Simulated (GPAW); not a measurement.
**Dielectric function and optical constants of GaN**

Aim: the dielectric function of GaN, and the optical constants that follow from it.

Main program and level: GPAW 26.7.0; DFT, LDA, plane-wave PAW (GPAW data sets), scalar-relativistic, RPA, optical limit.

## 1. Set-up

It takes space group F-43m (No. 216, cubic). The conventional cell has a = 4.507 Å, b = 4.507 Å, c = 4.507 Å, α = 90.00°, β = 90.00°, γ = 90.00°. Ga has 4 N at 1.95 Å nearest. Nearest to N lie 4 Ga at 1.95 Å. Farther neighbours and most contacts between anions are not listed.

## 2. Ground state

First the ground state: is it a metal or has it a gap?

This step: DFT, LDA, plane-wave PAW (GPAW data sets), scalar-relativistic, ground state (GPAW 26.7.0).

Contents of gs.py:

```python
from ase import Atoms
from ase.dft.bandgap import bandgap
from gpaw import GPAW, PW, FermiDirac

atoms = Atoms(['Ga', 'N'],
              cell=[[0.000000000000, 2.253500607500, 2.253500607500],
                    [2.253500607500, 0.000000000000, 2.253500607500],
                    [2.253500607500, 2.253500607500, 0.000000000000]],
              scaled_positions=[[0.000000000000, 0.000000000000, 0.000000000000],
                                [0.250000000000, 0.250000000000, 0.250000000000]],
              pbc=[True, True, True])
atoms.calc = GPAW(mode=PW(400), xc='LDA', kpts={'size': (9, 9, 9), 'gamma': True},
                  occupations=FermiDirac(0.05), maxiter=150, txt='gs.txt')
print('energy (eV)', atoms.get_potential_energy())
print('Fermi level (eV)', atoms.calc.get_fermi_level())
print('valence electrons', atoms.calc.get_number_of_electrons())
print('gap (eV)', bandgap(atoms.calc, output=None)[0])
print('direct gap (eV)', bandgap(atoms.calc, direct=True, output=None)[0])
atoms.calc.write('gs.gpw')
```

Command:

```bash
OMP_NUM_THREADS=1 python gs.py
```

Numbers of over 12 decimals in the logs are rounded to 6 here.

Log:

```text
__  _  _
 | _ |_)|_||  |
 |__||  | ||/\| - 26.7.0

Versions:
  Python: 3.12.14
  ASE:    3.29.0
  Numpy:  2.5.5
  Scipy:  1.18.1
  Libxc:  7.0.0

Input parameters:
  mode=PW(ecut=400.0),
  kpts=MonkhorstPack(size=(9, 9, 9), gamma=True),
  maxiter=150,
  occupations=Occupations(name='fermi-dirac', width=0.05, fixmagmom=False),
  xc=XC(name='LDA')

Diagonalizing LCAO Hamiltonian
Converting LCAO to pw mode

           N
       Ga

Atoms  # Å, Bohr magnetons
|   | symbol |        x |        y |        z |    initial magnetic moments |
| 0 |     Ga | 0.000000 | 0.000000 | 0.000000 | ( 0.0000,  0.0000,  0.0000) |
| 1 |      N | 1.126750 | 1.126750 | 1.126750 | ( 0.0000,  0.0000,  0.0000) |

Unit cell  # Å
| periodic |        x |        y |        z |  lengths |    angles |
|      yes | 0.000000 | 2.253501 | 2.253501 | 3.186931 | 60.000000 |
|      yes | 2.253501 | 0.000000 | 2.253501 | 3.186931 | 60.000000 |
|      yes | 2.253501 | 2.253501 | 0.000000 | 3.186931 | 60.000000 |

Number of symmetries: 24
Symmetry operations  # r_c * U_cc + t_c -> r_c
|    | kind |            matrix            |
|  0 |  E   |  1, 0, 0,  0, 1, 0,  0, 0, 1 |
|  1 |  σ   |  1, 0, 0,  0, 0, 1,  0, 1, 0 |
|  2 |  σ   |  1, 0,-1,  0, 1,-1,  0, 0,-1 |
|  3 |  C3  |  1, 0,-1,  0, 0,-1,  0, 1,-1 |
|  4 |  C3  |  1,-1, 0,  0,-1, 1,  0,-1, 0 |
|  5 |  σ   |  1,-1, 0,  0,-1, 0,  0,-1, 1 |
|  6 |  σ   |  0, 1, 0,  1, 0, 0,  0, 0, 1 |
|  7 |  C3  |  0, 1, 0,  0, 0, 1,  1, 0, 0 |
|  8 |  C2  |  0, 1,-1,  1, 0,-1,  0, 0,-1 |
|  9 |  S4  |  0, 1,-1,  0, 0,-1,  1, 0,-1 |
| 10 |  C3  |  0, 0, 1,  1, 0, 0,  0, 1, 0 |
| 11 |  σ   |  0, 0, 1,  0, 1, 0,  1, 0, 0 |
| 12 |  S4  |  0, 0,-1,  1, 0,-1,  0, 1,-1 |
| 13 |  C3  |  0, 0,-1,  0, 1,-1,  1, 0,-1 |
| 14 |  S4  |  0,-1, 1,  1,-1, 0,  0,-1, 0 |
| 15 |  C2  |  0,-1, 1,  0,-1, 0,  1,-1, 0 |
| 16 |  C3  |  0,-1, 0,  1,-1, 0,  0,-1, 1 |
| 17 |  S4  |  0,-1, 0,  0,-1, 1,  1,-1, 0 |
| 18 |  S4  | -1, 1, 0, -1, 0, 1, -1, 0, 0 |
| 19 |  C3  | -1, 1, 0, -1, 0, 0, -1, 0, 1 |
| 20 |  C3  | -1, 0, 1, -1, 1, 0, -1, 0, 0 |
| 21 |  S4  | -1, 0, 1, -1, 0, 0, -1, 1, 0 |
| 22 |  σ   | -1, 0, 0, -1, 1, 0, -1, 0, 1 |
| 23 |  C2  | -1, 0, 0, -1, 0, 1, -1, 1, 0 |

BZ-sampling:
  Number of BZ points: 729
  Number of IBZ points: 35

  Monkhorst-Pack size: [9, 9, 9]
  Monkhorst-Pack shift: [0, 0, 0]

K-points  # in reciprocal-cell coordinates
|     |                                coordinates |     weight |
|   0 | (  0.00000000,   0.00000000,   0.00000000) | 0.00137174 |
|   1 | (  0.11111111,   0.11111111,   0.00000000) | 0.00823045 |
|   2 | (  0.11111111,   0.11111111,   0.11111111) | 0.01097394 |
|   3 | (  0.22222222,   0.11111111,   0.11111111) | 0.01646091 |
|   4 | (  0.22222222,   0.22222222,   0.00000000) | 0.00823045 |
|   5 | (  0.22222222,   0.22222222,   0.11111111) | 0.03292181 |
|   6 | (  0.22222222,   0.22222222,   0.22222222) | 0.01097394 |
|   7 | (  0.33333333,   0.22222222,   0.11111111) | 0.03292181 |
|   8 | (  0.33333333,   0.22222222,   0.22222222) | 0.03292181 |
|   9 | (  0.33333333,   0.33333333,  -0.33333333) | 0.01646091 |
| ... |                                            |            |
|  34 | (  0.44444444,   0.44444444,   0.44444444) | 0.01097394 |

Plane wave coefficients: 432
Cutoff: 400.0 eV

Spin-components: 1 (collinear spins)
Bands:           8
Projectors:      10
Spin-degeneracy: 2
Datatype:        complex128

Parallelization:
  kpt:    1
  domain: 1
  band:   1

Density:
  Valence electrons: 8.0
  Components: 1
  Grid points: [15 15 15]
  Charge: 0.0  # |e|

Potential:
  Grid points: [15 15 15]

species:
  Ga:
    name:    Gallium
    id:
    Z:       31.0
    valence: 3
    core:    28
    charge:  0.0  # [|e|]
    compensation charges:
      type: gauss
      rc: 0.37  # [Å]
      lmax: 2
    cutoffs:
      filter: 2.06  # [Å]
      core: 4.17  # [Å]
    projectors
    | kind |    occ | energy [eV] | rcut [Å] |
    |   4s |  2.000 |      -9.167 |    1.164 |
    |   4p |  1.000 |      -2.734 |    1.164 |
    |    s |        |      18.045 |    1.164 |
    |    p |        |      24.478 |    1.164 |
    |    d |        |       0.000 |    1.164 |

    Using partial waves for Ga as LCAO basis

  N:
    name:    Nitrogen
    id:
    Z:       7.0
    valence: 5
    core:    2
    charge:  0.0  # [|e|]
    compensation charges:
      type: gauss
      rc: 0.18  # [Å]
      lmax: 2
    cutoffs:
      filter: 1.11  # [Å]
      core: 0.96  # [Å]
    projectors
    | kind |    occ | energy [eV] | rcut [Å] |
    |   2s |  2.000 |     -18.420 |    0.603 |
    |   2p |  3.000 |      -7.237 |    0.529 |
    |    s |        |       8.791 |    0.603 |
    |    p |        |      19.974 |    0.529 |
    |    d |        |       0.000 |    0.577 |

    Using partial waves for N as LCAO basis

Reference energy: -54278.930546  # eV

eigensolver:
  PPCG
  Converge bands: occupied
  niter=2

density mixing:
  MSR1-Mixer
  Pratt-step length: 0.05
  Maximum mixing coefficient: 0.75
  Old densities: 10
  SVD Regularization: 0.005
  Good broyden scale: 1.0
  Trust region scale: 1.0
  Backstep threshold: 4.0
  History deletion threshold: 6.0
  Fourier metric: weight=20.0, sigma=0.015

occupation numbers:
  Fermi-Dirac:
    width: 0.0500  # eV

poisson solver:
  ecut: 3200.0  # eV

xc functional:
  name: None

convergence criteria:
- Maximum [total energy] change in last 3 cyles: 0.0005 eV / valence electron
- Maximum integral of absolute [dens]ity change: 0.0001 electrons / valence electron
- Maximum integral of absolute [eigenst]ate change: 4e-08 eV^2 / valence electron
maximum number of iterations: 150

SCF iterations
|iter     |      energy | eigst |  dens |
|iter:   1||  -13.152693 | -0.31 |       |
|iter:   2||  -12.843410 | -2.01 | -0.62 |
|iter:   3||  -11.917731 | -0.71 | -0.68 |
|iter:   4||  -11.897053 | -3.05 | -1.31 |
|iter:   5||  -11.891774 | -3.57 | -1.63 |
|iter:   6||  -11.891774 | -5.40 | -2.83 |
|iter:   7||  -11.891779c| -6.44 | -3.21 |
|iter:   8||  -11.891779c| -8.01c| -4.46c|

Converged in 8 steps
SCF loop duration: 2.087 s (0.261 s/step)
Energy contributions relative to reference atoms: (reference = -54278.930546)

Energy contributions:
  Kinetic:          25.210092
  Coulomb:         -20.130223
  Zero:             -0.003494
  External:          0.000000
  Xc:              -16.968153
  Entropy:          -0.000000
  Spinorbit:         0.000000
  ----------------------------
  Free energy:     -11.891779
  Extrapolated:    -11.891779

dipole moment: (-12.728157, -12.728157, -12.728157)  # |e|*Ang

Fermi level: 6.983
Eigenvalues  # (at kpt = [0.000, 0.000, 0.000])
| band index |      eig [eV] | occ [0-2] |
|          0 |        -9.944 |     2.000 |
|          1 |         6.197 |     2.000 |
|          2 |         6.197 |     2.000 |
|          3 |         6.197 |     2.000 |
|          4 |         7.689 |     0.000 |
|          5 |        16.273 |     0.000 |
|          6 |        16.273 |     0.000 |
|          7 |        16.273 |     0.000 |

Gap: 1.492 eV
Transition (v -> c):
  (s=0, k=0, n=3, [0.00, 0.00, 0.00]) -> (s=0, k=0, n=4, [0.00, 0.00, 0.00])
No difference between direct/indirect transitions

--- standard output ---
energy (eV) -11.891779
Fermi level (eV) 6.982824
valence electrons 8.0
gap (eV) 1.491982
direct gap (eV) 1.491982
```

Wall time 3.4 s (1 thread of Arm Neoverse V1, shared host); peak memory 0.12 GiB.

Numbers from this step:

| Item | Value |
| --- | --- |
| energy | -11.89 eV |
| Fermi energy | 6.983 eV |
| gap on the k-mesh | 1.492 eV |
| direct gap on the mesh | 1.492 eV |
| electrons | 8 |

There is a gap, 1.49 eV on this mesh (points off the mesh can give less), so no carriers' term is needed.

## 3. Bands for the response

The response needs many more empty bands than the density does.

This step: DFT, LDA, plane-wave PAW (GPAW data sets), scalar-relativistic, bands at fixed density (GPAW 26.7.0).

Contents of nscf.py:

```python
from ase.dft.bandgap import bandgap
from gpaw import GPAW, FermiDirac

calc = GPAW('gs.gpw').fixed_density(kpts={'size': (16, 16, 16), 'gamma': True}, nbands=24, convergence={'bands': 18},
                                    occupations=FermiDirac(0.001), txt='nscf.txt')
print('gap (eV)', bandgap(calc, output=None)[0])
print('direct gap (eV)', bandgap(calc, direct=True, output=None)[0])
print('top band over the Fermi level (eV)', min(calc.get_eigenvalues(kpt=k)[17] for k in range(len(calc.get_ibz_k_points()))) - calc.get_fermi_level())
calc.write('full.gpw', mode='all')
```

Command:

```bash
OMP_NUM_THREADS=1 python nscf.py
```

Log:

```text
Diagonalizing LCAO Hamiltonian
Converting LCAO to pw mode
convergence criteria:
- Maximum integral of absolute [eigenst]ate change: 4e-08 eV^2 / valence electron
maximum number of iterations: 150

SCF iterations
|iter     |      energy | eigst |  dens |
|iter:   1||             | +3.00 |       |
|iter:   2||             | +1.01 |       |
|iter:   3||             | -1.74 |       |
|iter:   4||             | -3.74 |       |
|iter:   5||             | -6.15 |       |
|iter:   6||             | -7.35 |       |
|iter:   7||             | -8.31c|       |
SCF steps: 7
  __  _  _
 | _ |_)|_||  |
 |__||  | ||/\| - 26.7.0

Versions:
  Python: 3.12.14
  ASE:    3.29.0
  Numpy:  2.5.5
  Scipy:  1.18.1
  Libxc:  7.0.0

Input parameters:
  mode=PW(ecut=400.0),
  convergence={'bands': 18},
  gpts=array([15, 15, 15]),
  kpts=MonkhorstPack(size=(16, 16, 16), gamma=True),
  maxiter=150,
  nbands=24,
  occupations=Occupations(name='fermi-dirac', width=0.001, fixmagmom=False),
  parallel={},
  xc=XC(name='LDA')

--- standard output ---
gap (eV) 1.491982
direct gap (eV) 1.491982
top band over the Fermi level (eV) 28.048879
```

Elapsed: 19 s, on 1 thread; peak memory 0.16 GiB.

## 4. Dielectric function, RPA

Transitions between filled and empty bands, summed over the zone, give the optical response, so mesh, band count and broadening shape it.

The induced potential is part of this response.

This step: DFT, LDA, plane-wave PAW (GPAW data sets), scalar-relativistic, RPA, optical limit (GPAW 26.7.0).

Contents of df.py:

```python
from gpaw.response.df import DielectricFunction

df = DielectricFunction('full.gpw', frequencies={'type': 'nonlinear', 'domega0': 0.03, 'omega2': 8},
                        ecut=50,
                        eta=0.1,
                        nbands=18,
                        txt='df.txt')
for direction in ['x']:
    df.get_dielectric_function(xc='RPA', direction=direction, filename=f'df_{direction}.csv')
```

Command:

```bash
OMP_NUM_THREADS=1 python df.py
```

Log:

```text
Using integrator: PointIntegrator
NonLinearFrequencyDescriptor(from 0.000 to 49.462 eV, 464 points)
Nonperiodic BCs:  [False False False]
Using integrator: PointIntegrator
NonLinearFrequencyDescriptor(from 0.000 to 49.462 eV, 464 points)
Nonperiodic BCs:  [False False False]

Calculating chi0 body with:
    Ground state adapter containing:
    Number of spins: 1
    Number of kpoints: 4096
    Number of irreducible kpoints: 145
    Number of completely occupied states: 4
    Number of partially occupied states: 4

    Linear response parametrization:
    q_c: [0.0, 0.0, 0.0]
    Number of frequency points: 464
    Planewave cutoff: 50.0
    Number of bands: 18
    Number of planewaves: 15
    Broadening (eta): 0.1

Integrating chi0 body.

Symmetries of q_c:
    Direct symmetries (Uq -> q): 24
    Indirect symmetries (TUq -> q): 24
In total 48 allowed symmetries.

145 groups of equivalent kpoints. 96.4599609375% reduction.

Integral kind: spectral function

Calculating chi0 optical extensions with:
    Ground state adapter containing:
    Number of spins: 1
    Number of kpoints: 4096
    Number of irreducible kpoints: 145
    Number of completely occupied states: 4
    Number of partially occupied states: 4

    Linear response parametrization:
    Number of frequency points: 464
    Planewave cutoff: 50.0
    Number of bands: 18
    Number of planewaves: 15
    Broadening (eta): 0.1
Integrating chi0 head and wings.

Symmetries of q_c:
    Direct symmetries (Uq -> q): 24
    Indirect symmetries (TUq -> q): 24
In total 48 allowed symmetries.

145 groups of equivalent kpoints. 96.4599609375% reduction.

Integral kind: spectral function wings
```

Elapsed: 3.9 s, on 1 thread; peak memory 0.2 GiB.

Numbers from this step:

```
electronic dielectric constant ε∞, mean over x, y and z (by symmetry where fewer were run) : 6.271
main peak of Im epsilon, first axis                                                        : 7.213 eV
```

Some rows of df_x.csv (energy; Re and Im without local fields; Re and Im with them):

```text
0.000000, 6.470979, 0.000000, 6.271255, -0.000000
0.429336, 6.520822, 0.024204, 6.321745, 0.024533
0.878195, 6.706961, 0.065424, 6.510715, 0.066539
1.347938, 7.272989, 0.368380, 7.088140, 0.376831
1.840057, 7.674667, 0.644481, 7.498259, 0.661073
2.356191, 6.726695, 1.221077, 6.513690, 1.264429
2.898142, 7.384002, 2.522909, 7.178035, 2.621205
3.467895, 7.159342, 1.309570, 6.899931, 1.359796
4.067647, 6.549822, 2.498143, 6.207773, 2.620497
4.699832, 7.495500, 3.083260, 7.087031, 3.210841
5.367152, 7.884580, 4.098952, 7.314207, 4.239600
6.072622, 7.019125, 5.845594, 6.003421, 5.694271
6.819608, 4.442232, 8.239446, 3.738558, 7.777967
7.611886, 0.391075, 6.629959, -0.192790, 6.110908
8.453705, 2.757063, 3.767274, 1.558224, 3.139663
9.349861, 0.738665, 7.023716, 0.999957, 5.466566
10.305790, 0.093984, 5.595037, 0.660532, 4.360680
11.327680, -0.930446, 6.152140, 0.615350, 5.026402
12.422601, -2.949867, 3.547790, -1.942383, 4.286341
13.598673, -2.152636, 2.103926, -1.770317, 2.528039
14.865263, -1.421884, 1.062143, -1.365748, 1.271406
```

The Im ε, E ∥ x has structure finer than the step of the table below, so its rows give means over 0.5 eV, whole bins alone (the curve runs from 0 to 15.0 eV). Peaks (eV: height): 2.98: 2.96, 3.76: 3.13, 5.71: 6.90, 6.44: 8.80, 7.21: 9.21, 9.02: 6.24, 11.63: 5.89.

Values under the direct gap are tails of Lorentzian lines. Im ε, E ∥ x against photon energy; means over each step:

```csv
photon energy (eV),"Im ε, E ∥ x"
0.5,0.0302
1.0,0.100
1.5,0.560
2.0,1.38
2.5,1.47
3.0,2.23
3.5,1.98
4.0,2.55
4.5,2.98
5.0,3.96
5.5,5.40
6.0,6.13
6.5,7.98
7.0,8.15
7.5,7.16
8.0,4.60
8.5,3.40
9.0,5.68
9.5,5.45
10.0,4.49
10.5,4.46
11.0,4.33
11.5,5.50
12.0,4.57
12.5,4.15
13.0,2.56
13.5,2.37
14.0,1.83
14.5,1.48
```

Table of Re ε, E ∥ x by photon energy:

```csv
photon energy (eV),"Re ε, E ∥ x"
0.0,6.27
0.5,6.34
1.0,6.60
1.5,6.83
2.0,7.50
2.5,7.03
3.0,6.25
3.5,7.15
4.0,6.49
4.5,6.78
5.0,7.71
5.5,7.99
6.0,6.00
6.5,3.89
7.0,3.72
7.5,-0.348
8.0,-0.205
8.5,1.90
9.0,2.11
9.5,0.868
10.0,-0.0947
10.5,0.546
11.0,0.604
11.5,0.288
12.0,-1.90
12.5,-1.95
13.0,-2.19
13.5,-1.53
14.0,-1.65
14.5,-1.35
```

The reflectivity at normal incidence, E ∥ x has structure finer than the step of the table below, so its rows give means over 0.5 eV, whole bins alone (the curve runs from 0 to 15.0 eV). Peaks (eV: height): 7.38: 38.5, 9.68: 31.1, 10.81: 29.5, 11.94: 41.7, 12.83: 52.6, 14.40: 49.4, 14.87: 48.3.

Reflectivity at normal incidence, E ∥ x against photon energy; means over each step:

photon energy (eV), reflectivity at normal incidence, E ∥ x (%) and a bar from the least value:
```
      0.5       18.6 
      1.0       19.4 #
      1.5       20.3 ##
      2.0       21.3 ###
      2.5       20.6 ##
      3.0       20.8 ##
      3.5       21.4 ###
      4.0       21.4 ###
      4.5       23.0 #####
      5.0       25.3 #######
      5.5       27.7 #########
      6.0       28.1 ##########
      6.5       32.2 ##############
      7.0       33.2 ###############
      7.5       36.4 ##################
      8.0       29.6 ###########
      8.5       18.5 
      9.0       27.4 #########
      9.5       29.7 ###########
     10.0       28.6 ##########
     10.5       26.7 ########
     11.0       26.4 ########
     11.5       32.3 ##############
     12.0       39.3 #####################
     12.5       41.9 ########################
     13.0       48.3 ##############################
     13.5       43.1 #########################
     14.0       46.9 #############################
     14.5       46.3 ############################
```

The loss function −Im 1/ε at q → 0, E ∥ x has structure finer than the step of the table below, so its rows give means over 0.25 eV, whole bins alone (the curve runs from 0 to 15.0 eV). Peaks (eV: height): 8.208: 0.287, 10.955: 0.253, 12.181: 0.229.

Values under the direct gap are tails of Lorentzian lines. The loss function −Im 1/ε at q → 0, E ∥ x by energy loss; means over each step:

```csv
energy loss (eV),"loss function −Im 1/ε at q → 0, E ∥ x"
0.25,3.5e-4
0.50,7.3e-4
0.75,0.00123
1.00,0.00208
1.25,0.00489
1.50,0.0154
1.75,0.0103
2.00,0.0311
2.25,0.0323
2.50,0.0295
2.75,0.0325
3.00,0.0557
3.25,0.0408
3.50,0.0316
3.75,0.0508
4.00,0.0540
4.25,0.0434
4.50,0.0526
4.75,0.0494
5.00,0.0549
5.25,0.0630
5.50,0.0588
5.75,0.0797
6.00,0.0826
6.25,0.0724
6.50,0.0973
6.75,0.105
7.00,0.105
7.25,0.109
7.50,0.143
7.75,0.179
8.00,0.212
8.25,0.276
8.50,0.230
8.75,0.151
9.00,0.145
9.25,0.172
9.50,0.178
9.75,0.194
10.00,0.226
10.25,0.233
10.50,0.221
10.75,0.220
11.00,0.239
11.25,0.200
11.50,0.178
11.75,0.170
12.00,0.196
12.25,0.214
12.50,0.198
12.75,0.181
13.00,0.229
13.25,0.280
13.50,0.285
13.75,0.264
14.00,0.300
14.25,0.310
14.50,0.362
14.75,0.369
```

Table of refractive index n and extinction k by photon energy:

```csv
photon energy (eV),n,k
0.0,2.50,0
0.5,2.52,0.00582
1.0,2.57,0.0172
1.5,2.62,0.175
2.0,2.76,0.370
2.5,2.67,0.288
3.0,2.56,0.564
3.5,2.69,0.273
4.0,2.61,0.544
4.5,2.66,0.564
5.0,2.88,0.778
5.5,2.96,0.874
6.0,2.69,1.11
6.5,2.58,1.66
7.0,2.49,1.58
7.5,1.82,1.91
8.0,1.54,1.61
8.5,1.67,0.941
9.0,2.08,1.49
9.5,1.79,1.53
10.0,1.47,1.50
10.5,1.59,1.40
11.0,1.52,1.31
11.5,1.73,1.64
12.0,1.19,1.82
12.5,1.12,1.79
13.0,0.712,1.64
13.5,0.828,1.49
14.0,0.630,1.43
14.5,0.530,1.28
```

At chosen wavelengths:

```csv
wavelength (nm),n,k,R (%),1/α
1550,2.54,0.011,19.0,11 µm
1064,2.60,0.028,19.8,3.0 µm
800,2.58,0.151,19.6,421 nm
532,2.56,0.271,19.7,156 nm
365,2.55,0.295,19.6,99 nm
308,2.58,0.544,21.3,45 nm
248,2.88,0.777,26.5,25 nm
```

Below the direct gap, k and the depth come from the tails of the Lorentzian lines, not from transitions.

Rows near the edge hang on the gap, which this functional as a rule makes too small, and phonon-assisted absorption is left out.

## 5. Outcome

- electronic dielectric constant ε∞, mean over x, y and z (by symmetry where fewer were run) (RPA): 6.27
- main peak of Im epsilon, first axis: 7.21 eV

In words: At this level (LDA, RPA) GaN has ε∞ = 6.27 and n = 2.54 at 1550 nm, and Im ε peaks at 7.2 eV. On the mesh the gap is 1.49 eV and the least direct gap 1.49 eV. Local fields change the static value along x from 6.47 to 6.27 (-3 %). Distinct maxima of Im ε, read by a parabola through the highest points, lie at 5.72 eV (6.9), 6.43 eV (8.8), 7.21 eV (9.2) and 9.00 eV (6.3). Excitons and phonon-assisted transitions are missing; LDA gaps are as a rule too small, which pulls the onset down and ε∞ up. The sum runs over mesh points, so small or evenly spaced maxima can still be ripples of the mesh.

[Machine, clock and banner lines and Python warnings are left out of the logs.]

[Logs are printed without paths, hosts, clocks, repeated set-up lines and the standing remarks that a program may print on its own settings, such as how far it seeks lower states.]

[Hosts, paths, dates, database ids (printed as entryN), source tags and the programs' standing remarks are cut or masked in the printed files.]
